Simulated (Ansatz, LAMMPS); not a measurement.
# Structural relaxation of glassy NaFeSi2O6 (120 atoms), part 4 of 4

Aim: bring glassy NaFeSi2O6 (120 atoms) to a nearby minimum of the energy and see what moves.

Ansatz 0.2.0; Kohn-Sham DFT, LDA, PAW (set soft_2), plane waves.

The cell: 12 Fe, 12 Na, 72 O and 24 Si. The quench rate of 10 K/ps far exceeds what a furnace or splat quench reaches. The starting topology of bonds comes from the classical model. Without a Hubbard term or exact exchange, open shells on Fe are likely too delocalised. Sampling is at Γ alone, for a cell whose shortest periodic width is 12 Å.

So far, density (g/cm³): step 5 (distances and neighbours after relaxation) 2.76.

### 6. Single point at the relaxed geometry (continued)

Spin density in the bc plane at fractional x = 0.038, with atoms of Fe and Na and O and Si within 0.2 Å of it.

Ten even steps from '0' (-5.6 e/Å³) to '9' (6.3 e/Å³), each cell a mean:
```
444444444444444444444444444444444
444444444444444444444444444444444
444444444444444444444444444444444
444444444444444444444444444444444
444444444444444444444444444444444
444444444444444444444444444444444
444444444444444444444444444444444
444444444444444444444444444444444
444444444444444444444444444444444
444444444444444444444444444444444
554444444444444444444444444444456
854444444444444444444444444444469
654444444444444444444444444444456
444444444444444444444444444444444
444444444444444444444444444444444
444444444444444444444444444444444
444444444444444444444444444444444
444444442134444444444444444444444
444444441024444445544444444444444
444444444344444444444444444444444
444444444444444444444444444444444
444444444444444444444444444444444
444444444444444444444444444444444
444444444444444444444444444444444
```
Columns run along b (11.9 Å), rows up along c (11.9 Å). Atoms in or near the plane, at fractional coordinates: Fe at (0.99, 0.51), Fe at (0.27, 0.23), Na at (0.36, 0.74), O at (0.41, 0.15), O at (0.91, 0.36), O at (0.68, 0.33), O at (0.13, 0.90), O at (0.64, 0.12), O at (0.08, 0.68), O at (0.29, 0.55), O at (0.16, 0.12), Si at (0.64, 0.65), Si at (0.04, 0.80).

Valence density in the bc plane at fractional x = 0.038, with atoms of Fe and Na and O and Si within 0.2 Å of it. It is the smooth field of the valence electrons, not physical close to the nuclei.

Ten steps, logarithmic in the rise over the least value, from '0' (0 e/Å³) to '9' (24 e/Å³), each cell a mean:
```
001232110001244310000013553100000
012565310001356420000013554100000
113576310001244310000002332100111
112444200000111100000000111011222
101211000002210011211001110011222
122210000047851013332112221000111
245531000148861012332223321000001
257641000014420001221123221000000
245531001111000000121111100000000
122210013442100001233211000000011
631000125664200002343210000001257
962100124553100001222100000001379
741100012221000000000000000001257
211000000000001111000000000012332
100000000100012332101233211135652
100000001110002332112566421246763
000000013321001111112566421123431
000000147862100112322233211111100
000001258973233224532110000100000
000123335543566422333321000000000
001356632112566421246652100000000
001256531001344210146652100000000
000123321001122100013321110000000
000111110001122210000011221000000
```
Columns run along b (11.9 Å), rows up along c (11.9 Å). Atoms in or near the plane, at fractional coordinates: Fe at (0.99, 0.51), Fe at (0.27, 0.23), Na at (0.36, 0.74), O at (0.41, 0.15), O at (0.91, 0.36), O at (0.68, 0.33), O at (0.13, 0.90), O at (0.64, 0.12), O at (0.08, 0.68), O at (0.29, 0.55), O at (0.16, 0.12), Si at (0.64, 0.65), Si at (0.04, 0.80).

Mean Löwdin charges: Fe +1.41, Na +0.80, O -0.81, Si +1.65 e (they miss 0.92 % of the electrons, so they add up to more than the cell's charge). The cell holds a total moment of 5.9e-5 μB, from site moments of up to 3.6 μB that point both ways; no search proves this magnetic order the lowest.

Local excerpt of 16 atoms (numbers count through the whole input) about O48, which has 2 bonded neighbours where the commonest count for O is 3; x, y, z are measured from there.

```csv
atom,x,y,z,distance (Å),bonds,Löwdin charge (e),moment (μB)
O48,0.00,0.00,0.00,0.00,2,-0.78,0.00
Si117,-0.30,-1.15,-1.13,1.64,4,1.68,0.00
Si112,0.77,0.39,1.40,1.64,4,1.67,0.00
O33,0.68,-2.38,-0.85,2.62,2,-0.76,0.00
O89,-1.92,-1.54,-1.00,2.66,3,-0.78,0.06
O90,-0.31,0.36,2.62,2.66,3,-0.86,-0.14
O49,1.33,1.93,1.28,2.67,3,-0.80,0.01
O26,2.02,-0.57,1.69,2.69,2,-0.78,0.00
O77,-0.30,-0.64,-2.65,2.74,3,-0.85,0.10
Na16,-2.79,1.45,0.21,3.15,5,0.80,0.00
Na15,-0.12,2.68,-1.92,3.30,5,0.78,0.00
O46,-0.56,3.44,0.34,3.50,5,-0.85,0.12
Na21,-1.73,-1.45,2.70,3.52,4,0.80,0.00
O59,-3.29,-0.62,1.18,3.55,4,-0.95,-0.01
O82,3.50,-0.44,-0.44,3.56,2,-0.78,0.00
Si97,-3.08,-1.85,0.18,3.60,4,1.59,0.00
```

The column of bonds counts only the pairs O-Si within 2.08 Å, O-Fe within 2.63 Å, O-Na within 3.08 Å; other neighbours, such as metal atoms beside each other in a compound, aren't counted, and periodic images can show an atom twice.

### 7. What came out

```json
{
  "energy change in the relaxation": "-84.73 meV/atom",
  "r.m.s. displacement": "0.346 Å",
  "largest displacement": "1.417 Å",
  "free energy per atom": "-1044.2222 eV/atom",
  "pressure": "-3.852 GPa",
  "r.m.s. force component": "0.01099 eV/Å",
  "gap (highest filled to lowest empty level)": "0.2843 eV",
  "wall time of the 3 DFT runs": "11 min"
}
```

In words: Relaxation lowers the energy by 84.7 meV/atom and moves atoms by 0.35 Å r.m.s.; the r.m.s. force component goes from 1.2 to 0.011 eV/Å. By the final cutoffs 8 of 218 bonded pairs parted and 10 joined. First to last step the energy falls by 10.168 eV; the largest move, 1.42 Å, is that of Na23. The O-Na bonds change most in mean length: from 2.597 Å (spread 0.235) to 2.513 Å (spread 0.203), and their number from 59 to 61. With the cutoffs above, 42 % of Fe atoms have 5 and as many 6, 50 % of Na atoms have 5, 54 % of O atoms have 3 and all Si atoms have 4 bonded neighbours. Counting bonds to Si alone, not to Fe, 38 % of the oxygens join two of these atoms and 58 % one; 4 % join none. Filled and empty levels are parted by 0.284 eV (at Γ alone); a local or semilocal functional tends to put such gaps too low. In a disordered cell it changes from sample to sample, and tail or defect levels can set it. The cell holds a total moment of 5.9e-5 μB, from site moments of up to 3.6 μB that point both ways; no search proves this magnetic order the lowest.

What to keep in mind: In the spin-polarised runs the search for a state of lower energy was switched off. The network of bonds at the start is that of the classical potential that made the cell; in DFT 8 of its 218 bonded pairs passed out of the cutoffs and 10 came within them. The run was spin polarised, started with 6 moments up and 6 down in a pattern of our own, ending at 0.0 μB in the cell; that starting order needn't be the real material's, and it bears on forces, charges and levels. With open d shells in the cell, the gap can be one between d levels of these ions, not the gap of the host. The pressure of -3.9 GPa means that a free cell would contract at this level.

Against the measurements quoted at the start:

```csv
quantity,measured,this cell,difference,method of the measurement
nearest Si–O distance,1.63 Å,1.63 Å,+0.0 %,"neutron diffraction, Gaussian fit of T(r)"
number of O about Si,3.9,4,+2.6 %,"neutron diffraction, Gaussian fit of T(r)"
nearest Fe–O distance,1.89 Å,1.92 Å,+1.6 %,"neutron diffraction, T(r) peak position"
nearest O–O distance,2.66 Å,2.67 Å,+0.4 %,"neutron diffraction, T(r) peak position"
number of O about Fe,4.3,5.25,+22.1 %,"neutron diffraction with Fe isotope substitution, Gaussian fit"
```

The cell differs from the measured distances by up to 1.6 % and neighbour counts by up to 22.1 %. Distances of this cell are positions of the first main peak of g(r), or bond means where the peak is narrow; means over all bonds within a cutoff lie farther out for broad shells. The network comes from the model that made the cell; in DFT 8 of its 218 bonded pairs passed out of the cutoffs and 10 came within them. Our coordination numbers hang on a cutoff, and experiments count neighbours in their own ways.

[Logs are printed without paths, hosts, clocks, repeated set-up lines and the standing remarks that a program may print on its own settings, such as how far it seeks lower states.]

[Hosts, paths, dates, database ids (printed as entryN), source tags and the programs' standing remarks are cut or masked in the printed files.]
